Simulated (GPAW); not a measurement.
# Core-hole calculation of the Zr L₃ edge in ZrS (Fm-3m), part 2 of 3

Aim: the near-edge shape at the Zr L₃ edge of ZrS (Fm-3m), and what the core hole does to it.

GPAW 26.7.0; X-ray absorption from dipole matrix elements to empty bands, plane-wave PAW LDA.

So far. Step 2 (The field without a hole): The mesh shows no gap, so the system is treated as a metal and the core electron is put at the Fermi level (neutral cell). Step 3 (Spectrum without a core hole, Zr atom 1): Main maxima below 30 eV (height): 1.8 eV (3.51), 8.2 eV (1.00), 17.8 eV (0.65) and 29.6 eV (0.66). At an L edge the dipole rule selects empty d (and weakly s) states on the absorber, and the strong line at the onset measures the empty part of its d band.

The database entry behind the starting cell differs from later determinations by our own check (an axis about 1.9 % long against later determinations), so it need not match the best structure at ambient conditions.

## 5. Spectrum with XCH, Zr atom 1

The holes are 7.4 Å apart. In GPAW the data set carries the hole's charge, so charge=0 means a charged cell and charge=-1 a neutral one. The excited electron is kept in the cell, where it fills the lowest empty states and screens the hole. After the field has converged, empty bands are computed with the density fixed and the dipole matrix elements are summed.

The input, xas.py:

```python
import numpy as np
from ase import Atoms
from ase.parallel import parprint, paropen
from gpaw import GPAW, PW, FermiDirac, Mixer, MixerDif, setup_paths
from gpaw.test import gen
setup_paths.insert(0, '.')
gen('Zr', name='fch2p', xcname='LDA', corehole=(2, 1, 1), write_xml=True)
from gpaw.mpi import world
world.barrier()

atoms = Atoms('Zr8S8',
    cell=[[0, 5.25, 5.25],
     [5.25, 0, 5.25],
     [5.25, 5.25, 0]],
    scaled_positions=[[0, 0, 0],
     [0, 0, 0.5],
     [0, 0.5, 0],
     [0.5, 0, 0],
     [0, 0.5, 0.5],
     [0.5, 0, 0.5],
     [0.5, 0.5, 0],
     [0.5, 0.5, 0.5],
     [0.25, 0.25, 0.25],
     [0.25, 0.25, 0.75],
     [0.25, 0.75, 0.25],
     [0.75, 0.25, 0.25],
     [0.25, 0.75, 0.75],
     [0.75, 0.25, 0.75],
     [0.75, 0.75, 0.25],
     [0.75, 0.75, 0.75]],
    pbc=True)
atoms.calc = calc = GPAW(legacy_gpaw=True, mode=PW(430), xc='LDA', setups={0: 'fch2p'},
    kpts={'size': (4, 4, 4), 'gamma': True}, occupations=FermiDirac(0.1),
    charge=-1, mixer=Mixer(0.1, 5, 50), maxiter=150,
    convergence={'density': 0.0001}, txt='scf.txt')
energy = atoms.get_potential_energy() + calc.get_reference_energy()
ef = calc.get_fermi_level()
out = dict(energy=energy, fermi=ef, forces=atoms.get_forces().tolist())
parprint(f'all-electron energy {energy:.4f} eV, Fermi level {ef:.4f} eV')
ev = np.array([[calc.get_eigenvalues(k, s) for k in range(len(calc.get_ibz_k_points()))] for s in range(calc.get_number_of_spins())])
out['homo'], out['lumo'], out['counts'] = ev[ev < ef].max(), ev[ev > ef].min(), sorted(set((ev < ef).sum((0, 2)).tolist()))
out['filled'] = (ev[:, 0] < ef).sum(1).tolist()

from ase.units import Ha
from gpaw.xas import dipole_matrix_elements
nb = int(calc.get_number_of_electrons() / 2) + 215
top, nb = nb, nb + 8 + nb // 12
nscf = calc.fixed_density(kpts={'size': (4, 4, 4), 'gamma': True}, nbands=nb,
    convergence={'bands': top, 'eigenstates': 1e-5}, maxiter=60, txt='nscf.txt')
cell = atoms.cell.array
ops = [cell.T @ U.T @ np.linalg.inv(cell.T) for U in nscf.wfs.kd.symmetry.op_scc]
E = np.arange(-6, 34, 0.1)
fwhm = np.interp(E, [4, 25], [1.57, 3.5])
Y, X, zero, highest = 0, 0, 1e9, 1e9
for spin in range(nscf.get_number_of_spins()):
    wfs = nscf.wfs
    A = dipole_matrix_elements(wfs.setups[0])
    eps = np.zeros((wfs.kd.nibzkpts, nb))
    d = np.zeros((3, A.shape[1], wfs.kd.nibzkpts, nb), complex)
    for kpt in wfs.kpt_u:
        if kpt.s == spin and 0 in kpt.P_ani:
            eps[kpt.k] = kpt.eps_n * Ha
            d[:, :, kpt.k] = (kpt.weight * wfs.nspins / 2) ** 0.5 * np.inner(A, kpt.P_ani[0])
    world.sum(eps)
    world.sum(d)
    T = np.einsum('amkn,bmkn->abkn', d, d.conj()).real
    T = sum(np.einsum('ai,ijkn,bj->abkn', R, T, R) for R in ops) / len(ops)
    empty = eps > ef
    zero, highest = min(zero, eps[empty].min()), min(highest, eps[:, top - 1].min())
    lines = [(eps, T, empty)] if spin == 0 else lines + [(eps, T, empty)]
for eps, T, empty in lines:
    f = np.einsum('aakn->akn', T).reshape(3, -1)
    x = eps.ravel() - zero
    w = np.interp(x, E, fwhm) / 2.35482
    g = np.exp(-0.5 * ((E[:, None] - x) / w) ** 2) / (w * (2 * np.pi) ** 0.5)
    Y = Y + (f * empty.ravel()) @ g.T
    X = X + (f * ~empty.ravel()) @ g.T
out.update(E=E.round(2).tolist(), xas=Y.tolist(), xes=X.tolist(), zero=zero, valid=highest - zero, nk=len(eps), nb=nb)
for i in range(0, len(E), 10):
    parprint(f'{E[i]:7.2f}', *(f'{v:10.3e}' for v in Y[:, i]))
import json
with paropen('out.json', 'w') as f:
    json.dump(out, f)
```

The run is started by

```bash
OMP_NUM_THREADS=1 mpirun -n 4 gpaw python xas.py
```

Numbers of over 12 decimals in the logs are rounded to 6 here.

Log:

```text
Input parameters:
  charge: -1
  convergence: {density: 0.0001}
  kpts: {gamma: True,
         size: (4, 4, 4)}
  maxiter: 150
  mixer: {backend: pulay,
          beta: 0.1,
          method: separate,
          nmaxold: 5,
          weight: 50}
  mode: {ecut: 430.0,
         name: pw}
  occupations: {fixmagmom: False,
                name: fermi-dirac,
                width: 0.1}
  setups: {0: fch2p}

Initialize ...

[... PAW data sets ...]

Reference energy: -866637.813785  # eV

Spin-paired calculation

[... convergence settings ...]
Symmetries present (total): 48
  [... symmetry matrices ...]

64 k-points: 4 x 4 x 4 Monkhorst-Pack grid + [1/8,1/8,1/8]
8 k-points in the irreducible part of the Brillouin zone
       k-points in crystal coordinates                weights
   0:     0.00000000    0.00000000    0.00000000          1/64
   1:     0.25000000    0.25000000    0.00000000          6/64
   2:     0.25000000    0.25000000    0.25000000          8/64
   3:     0.50000000    0.25000000   -0.25000000          6/64
   4:     0.50000000    0.25000000    0.25000000         12/64
   5:     0.50000000    0.50000000    0.00000000          3/64
   6:     0.50000000    0.50000000    0.25000000         24/64
   7:     0.50000000    0.50000000    0.50000000          4/64

Wave functions: Plane wave expansion
  Cutoff energy: 430.000 eV
  Number of coefficients (min, max): 5836, 5961
  Pulay-stress correction: 0.000000 eV/Ang^3 (de/decut=0.000000)
  Using FFTW library
  Wavefunction extrapolation:
    Improved wavefunction reuse through dual PAW basis

Occupation numbers: Fermi-Dirac:
  width: 0.1000  # eV

Eigensolver
   Davidson(niter=2)

Densities:
  Coarse grid: 36*36*36 grid
  Fine grid: 72*72*72 grid
  Total Charge: 0.000000

Density mixing:
  Method: separate
  Backend: pulay
  Linear mixing parameter: 0.1
  old densities: 5
  Width of damping distribution: 1.1
  Damping of long wavelength oscillations: 50

[... Hamiltonian set-up ...]
Number of atoms: 16
Number of atomic orbitals: 136
Number of bands in calculation: 91
Number of valence electrons: 145
Bands to converge: occupied

... initialized

Initializing position-dependent things.

Density initialized from atomic densities
Creating initial wave functions:
  91 bands from LCAO basis set

                               S
                       S

                         S

                 S     Zr    S
               Zr    S

                 Zr    S
         Zr    S     Zr

             Zr

               Zr
       Zr

Atomic positions and initial magnetic moments

Positions:
   0 Zr     0.000000    0.000000    0.000000    ( 0.0000,  0.0000,  0.0000)
   1 Zr     2.625000    2.625000    0.000000    ( 0.0000,  0.0000,  0.0000)
   2 Zr     2.625000    0.000000    2.625000    ( 0.0000,  0.0000,  0.0000)
   3 Zr     0.000000    2.625000    2.625000    ( 0.0000,  0.0000,  0.0000)
   4 Zr     5.250000    2.625000    2.625000    ( 0.0000,  0.0000,  0.0000)
   5 Zr     2.625000    5.250000    2.625000    ( 0.0000,  0.0000,  0.0000)
   6 Zr     2.625000    2.625000    5.250000    ( 0.0000,  0.0000,  0.0000)
[...]
13 S      5.250000    7.875000    5.250000    ( 0.0000,  0.0000,  0.0000)
  14 S      5.250000    5.250000    7.875000    ( 0.0000,  0.0000,  0.0000)
  15 S      7.875000    7.875000    7.875000    ( 0.0000,  0.0000,  0.0000)

Unit cell:
           periodic     x           y           z      points  spacing
  1. axis:    yes    0.000000    5.250000    5.250000    36     0.1684
  2. axis:    yes    5.250000    0.000000    5.250000    36     0.1684
  3. axis:    yes    5.250000    5.250000    0.000000    36     0.1684

  Lengths:   7.424621   7.424621   7.424621
  Angles:   60.000000  60.000000  60.000000

Effective grid spacing dv^(1/3) = 0.1837

iter:   1  -155.471128
iter:   2  -139.492202   -0.31  -1.06
iter:   3  -138.339473   -1.25  -1.47
iter:   4  -138.126112   -1.78  -1.54
iter:   5  -137.983544   -1.86  -1.58
iter:   6  -138.018242   -2.13  -1.76
iter:   7  -138.127236   -2.22  -1.84
iter:   8  -137.997656   -2.78  -2.07
iter:   9  -138.000125   -2.74  -2.56
iter:  10  -137.994641c  -3.81  -2.86
iter:  11  -137.994642c  -3.65  -3.09
iter:  12  -137.994235c  -4.53  -3.22
iter:  13  -137.994261c  -5.03  -3.62
iter:  14  -137.994264c  -5.22  -3.70
iter:  15  -137.994266c  -5.23  -3.81
iter:  16  -137.994251c  -6.03  -3.96
iter:  17  -137.994246c  -5.63  -4.03c
iter:  18  -137.994265c  -5.72  -4.05c
iter:  19  -137.994261c  -6.67  -4.37c
iter:  20  -137.994258c  -6.64  -4.50c
iter:  21  -137.994262c  -7.02  -4.67c
iter:  22  -137.994260c  -7.26  -5.02c
iter:  23  -137.994258c  -7.55c -5.09c

Converged after 23 iterations.

Dipole moment: (0.000000, 0.000000, -0.000000) |e|*Ang

Energy contributions relative to reference atoms: (reference = -866637.813785)

Kinetic:        +44.063705
Potential:      -46.637948
External:        +0.000000
XC:            -137.162218
Entropy (-ST):   -0.423297
Local:           +1.953851
SIC:             +0.000000
--------------------------
Free energy:   -138.205907
Extrapolated:  -137.994258

Showing only first 2 kpts
 Kpt  Band  Eigenvalues  Occupancy
  0    70     10.09233    1.99945
  0    71     10.09233    1.99945
  0    72     11.19437    0.11209
  0    73     11.19437    0.11209

  1    70     10.38600    1.98966
  1    71     11.05979    0.37141
  1    72     11.23590    0.07543
[...]
Fermi level: 10.91198

No gap
No difference between direct/indirect transitions

Forces in eV/Ang:
  0 Zr    0.00000   -0.00000   -0.00000
  1 Zr    0.00000    0.00000    0.00000
  2 Zr   -0.00000    0.00000    0.00000
  3 Zr   -0.00000   -0.00000    0.00000
  4 Zr    0.00000    0.00000   -0.00000
  5 Zr    0.00000    0.00000    0.00000
  6 Zr    0.00000    0.00000    0.00000
[...]
13 S     0.00000    0.27948    0.00000
 14 S    -0.00000    0.00000    0.27948
 15 S     0.00000   -0.00000    0.00000
Scalar-relativistic atomic LDA calculation for Zr (Zirconium, Z=40)
Core hole in 2p state (2p occupation: 5.0)
750 radial gridpoints.
|------------------------------------------------|
|------------------------------------------------|
[... the atom generator's iteration count ...]

Energy contributions:
-------------------------
Kinetic:    +3608.183840
XC:          -105.876327
Potential:  -7013.161509
-------------------------
Total:      -3510.853996

state      eigenvalue         ekin         rmax
-----------------------------------------------
1s^2.0 :  -659.319864   829.991303        0.024
2s^2.0 :   -94.022295   169.358225        0.136
2p^5.0 :   -84.711298   163.756660        0.109
3s^2.0 :   -16.168244    44.633662        0.403
3p^6.0 :   -13.026087    41.547362        0.394
3d^10.0:    -7.813394    37.134274        0.334
4s^2.0 :    -2.562275    10.019892        1.041
4p^6.0 :    -1.713640     8.160692        1.124
4d^2.0 :    -0.526558     4.297580        1.415
5s^2.0 :    -0.430573     1.604074        2.789
5p^0.0 :    -0.273498     1.088363        3.372
-----------------------------------------------
(units: Bohr and Hartree)

Generating PAW setup
Kinetic energy of the core from tauc = 3590.317646
Cutoffs:
rc(s)=2.500
rc(p)=2.520
rc(d)=2.350
rc(vbar)=2.400
rc(comp)=2.370
rc(nct)=2.520

Kinetic energy of the core states: 3527.376594
Charge: 1.0
Core electrons: 27.0
Valence electrons: 12.0
Pseudo-core charge: 0.000503
Shape function alpha=1.780
Pseudo-electron charge 6.353819
state    eigenvalue         norm
--------------------------------
4s(2) :    -2.562275     0.463866
5s(2) :    -0.430573     0.974142
4p(6) :    -1.713640     0.351200
5p(0) :    -0.273498     0.962939
4d(2) :    -0.526558     0.685051
*d    :     0.473442
--------------------------------

Diagonalizing with gridspacing h=0.050

state   all-electron     PAW
-------------------------------
4s:      -2.562275    -2.562766
4p:      -1.713640    -1.714321
4d:      -0.526558    -0.527181
*f:                   -0.033204
-------------------------------
all-electron energy -866775.8080 eV, Fermi level 10.9120 eV
[...]
31.00  1.069e-05  1.069e-05  1.069e-05
  32.00  9.445e-06  9.445e-06  9.445e-06
  33.00  9.448e-06  9.448e-06  9.448e-06
```

Run time: 3.7 min. Hardware: 4 MPI ranks of Arm Neoverse V1, shared host; peak memory 0.53 GiB; 15 min of CPU time.

The Zr L₃ spectrum, Zr atom 1, excited-electron core hole (neutral cell) (energy from the lowest empty level; intensity scaled to a mean of 1 over the first 20 eV):

```
E (eV)  intensity
  -2.0       0.01
  -1.4       0.10
  -0.8       0.64
  -0.2       2.05
   0.4       3.72
   1.0       4.29
   1.6       3.59
   2.2       2.46
   2.8       1.56
   3.4       0.98
   4.0       0.66
   4.6       0.58
   5.2       0.59
   5.8       0.59
   6.4       0.68
   7.0       0.86
   7.6       0.96
   8.2       0.94
   8.8       0.85
   9.4       0.75
  10.0       0.69
  10.6       0.65
  11.2       0.58
  11.8       0.48
  12.4       0.40
  13.0       0.36
  13.6       0.36
  14.2       0.39
  14.8       0.45
  15.4       0.52
  16.0       0.58
  16.6       0.62
  17.2       0.64
  17.8       0.64
  18.4       0.61
  19.0       0.56
  19.6       0.49
  20.2       0.44
  20.8       0.41
  21.4       0.42
  22.0       0.44
  22.6       0.47
  23.2       0.49
  23.8       0.49
  24.4       0.47
  25.0       0.47
  25.6       0.48
  26.2       0.51
  26.8       0.55
  27.4       0.60
  28.0       0.65
  28.6       0.68
  29.2       0.69
  29.8       0.67
  30.4       0.64
  31.0       0.58
```

Main maxima below 30 eV (height): 1.0 eV (4.29), 7.8 eV (0.97), 17.6 eV (0.64) and 29.2 eV (0.69). 

## 6. Cell without a hole, the energy reference

The cell and mesh change for the next run, so it gets a reference energy of its own.

The input, scf.py:

```python
import numpy as np
from ase import Atoms
from ase.parallel import parprint, paropen
from gpaw import GPAW, PW, FermiDirac, Mixer, MixerDif, setup_paths
from gpaw.test import gen
setup_paths.insert(0, '.')
gen('Zr', name='nch2p', xcname='LDA', corehole=(2, 1, 0), write_xml=True)
from gpaw.mpi import world
world.barrier()

atoms = Atoms('ZrS',
    cell=[[0, 2.625, 2.625],
     [2.625, 0, 2.625],
     [2.625, 2.625, 0]],
    scaled_positions=[[0, 0, 0],
     [0.5, 0.5, 0.5]],
    pbc=True)
atoms.calc = calc = GPAW(legacy_gpaw=True, mode=PW(430), xc='LDA', setups={0: 'nch2p'},
    kpts={'size': (8, 8, 8), 'gamma': True}, occupations=FermiDirac(0.1),
    charge=0, mixer=Mixer(0.1, 5, 50), maxiter=150,
    convergence={'density': 0.0001}, txt='scf.txt')
energy = atoms.get_potential_energy() + calc.get_reference_energy()
ef = calc.get_fermi_level()
out = dict(energy=energy, fermi=ef, forces=atoms.get_forces().tolist())
parprint(f'all-electron energy {energy:.4f} eV, Fermi level {ef:.4f} eV')
ev = np.array([[calc.get_eigenvalues(k, s) for k in range(len(calc.get_ibz_k_points()))] for s in range(calc.get_number_of_spins())])
out['homo'], out['lumo'], out['counts'] = ev[ev < ef].max(), ev[ev > ef].min(), sorted(set((ev < ef).sum((0, 2)).tolist()))
out['filled'] = (ev[:, 0] < ef).sum(1).tolist()
import json
with paropen('out.json', 'w') as f:
    json.dump(out, f)
```

The run is started by

```bash
OMP_NUM_THREADS=1 mpirun -n 4 gpaw python scf.py
```

Log:

```text
Input parameters:
  convergence: {density: 0.0001}
  kpts: {gamma: True,
         size: (8, 8, 8)}
  maxiter: 150
  mixer: {backend: pulay,
          beta: 0.1,
          method: separate,
          nmaxold: 5,
          weight: 50}
  mode: {ecut: 430.0,
         name: pw}
  occupations: {fixmagmom: False,
                name: fermi-dirac,
                width: 0.1}
  setups: {0: nch2p}

Initialize ...

[...]
5s(2) :    -0.168580     0.971584
4p(6) :    -1.194731     0.435762
5p(0) :    -0.056877     0.975807
4d(2) :    -0.137296     0.813898
*d    :     0.862704
--------------------------------

Diagonalizing with gridspacing h=0.050

state   all-electron     PAW
-------------------------------
4s:      -2.002506    -2.003001
4p:      -1.194731    -1.195441
4d:      -0.137296    -0.137746
*f:                    0.063130
-------------------------------
all-electron energy -108627.1200 eV, Fermi level 11.0118 eV
[key lines of the parts left out:]
Converged after 16 iterations.
Dipole moment: (0.000000, -0.000000, -0.000000) |e|*Ang
Free energy:    -15.996905
Fermi level: 11.01178
```

The job ended after 6.7 s (4 MPI ranks; peak memory 0.16 GiB).

(Part 2 of 3 ends here.)

[Banner, clock and machine lines of the logs are left out without a mark of their own.]

[Logs are printed without paths, hosts, clocks, repeated set-up lines and the standing remarks that a program may print on its own settings, such as how far it seeks lower states.]

[Hosts, paths, dates, database ids (printed as entryN), source tags and the programs' standing remarks are cut or masked in the printed files.]

[Lists of maxima count a maximum above −3 eV only where it reaches 4 % of the highest in the window and stands out from its surroundings by 2 % of it (1.5 % where it reaches 55 %); shoulders and weaker maxima are passed over, and of the rest the first, up to two pre-edge ones and the few strongest are named.]
